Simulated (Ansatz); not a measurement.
# Time against size: BH7C4N2O2F2 (P2_1/c) (144 atoms) repeated, support functions

The cell holds 144 atoms: 8 B, 56 H, 32 C, 16 N, 16 O and 16 F. Cell: a = 13.453 Å, b = 13.548 Å, c = 8.879 Å, α = 90.0°, β = 121.7°, γ = 90.0°. It derives from BH7C4N2O2F2 (P2_1/c), repeated 2×1×1. BH7C4N2O2F2, space group P2_1/c, structure from the Crystallography Open Database, 2 x 1 x 1 conventional cells; positions as listed; bonds to H set to neutron lengths (C-H 1.089, N-H 1.015, O-H 0.983, B-H 1.19 Å) where the listed ones are shorter.

Calculated with Ansatz 0.2.0: Kohn-Sham DFT, PBE+D4, PAW (set soft_2), localised support functions (medium); the typed cell is repeated and solved at Γ on 1 × NVIDIA GB200 with 32 threads of Arm Neoverse V2, shared host.

```
atoms  wall time (s)  repeats  SCF cycles
  144           7.03    1×1×1          13
  288           9.03    1×1×2          13
 1728              ?        ?           ?
 6480          175.3    3×3×5          14
```

**Question.** Fit a power law of the atom count to the rows given and interpolate to the withheld row.

**Working.**

A power law y = A x^b is a line in u = ln x and v = ln y.

| u = ln x | v = ln y |
| --- | --- |
| 4.96981 | 1.95019 |
| 5.66296 | 2.20055 |
| 8.77648 | 5.16633 |

With n = 3: mean u = 6.46975, mean v = 3.10569, Σ(u − ū)² = 8.2217, Σ(u − ū)(v − v̄) = 7.2168. Slope b = 7.2168 / 8.2217 = 0.87777; intercept a = v̄ − b ū = -2.5733.

At the withheld row u = 7.455, v = a + b u = 3.970, and y = exp(v).

Prediction at 1728: 53.00 s. The run gave 35.58 s, so the fit is high by 17 s (49 % of the value).

The fitted exponent is 0.88. Between neighbouring rows, the withheld one included, the exponents are 0.36, 0.77 and 1.2, so one power law doesn't hold over the range. Among the rows given, the largest relative miss of the fit is at 288, by 2.0 s (22 %).

Limits: One run a row; fixed overheads weigh on the small cells.

[Logs are printed without paths, hosts, clocks, repeated set-up lines and the standing remarks that a program may print on its own settings, such as how far it seeks lower states.]

[Hosts, paths, dates, database ids (printed as entryN), source tags and the programs' standing remarks are cut or masked in the printed files.]
